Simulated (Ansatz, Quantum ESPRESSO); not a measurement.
# Hf2CO2 MXene, 1 layer: the dipole at a withheld member of a series

How the rows were computed: Quantum ESPRESSO 7.5, PBE, GBRV ultrasoft. Cell and atoms are relaxed without a field with a D3(BJ) correction and then held. Sawtooth field with dipole correction, 17 Å of vacuum in the starting cell, Fermi-Dirac smearing of 0.002 Ry; bands along a path at each field. The series steps the field along the normal.

```tsv
field along the normal	dipole (e Å)
0 V/Å	0.0000
0.05 V/Å	0.0140
0.1 V/Å	0.0281
0.2 V/Å	0.0561
0.3 V/Å	0.0843
```

**Question.** What is the dipole at 0.4 V/Å?

**Fit.** The rows at 0.2 V/Å and 0.3 V/Å give a slope of (0.0843 − (0.0561))/(0.3 − (0.2)) = 0.282, so a straight line gives 0.1125 e Å. A parabola through these and the row at 0.1 V/Å gives 0.1127 e Å.

**The withheld run.** 0.1124 e Å. The line misses by +0.0001 and the parabola by +0.0003 e Å. Both misses are under 5 % of the step from the nearer row.

Caveats: Ions are held; semilocal gaps are too small; in strong fields empty levels can belong to the vacuum; one stacking. Members without a usable value, or on the other side of zero field or charge, are not listed.

[Logs are printed without paths, hosts, clocks, repeated set-up lines and the standing remarks that a program may print on its own settings, such as how far it seeks lower states.]
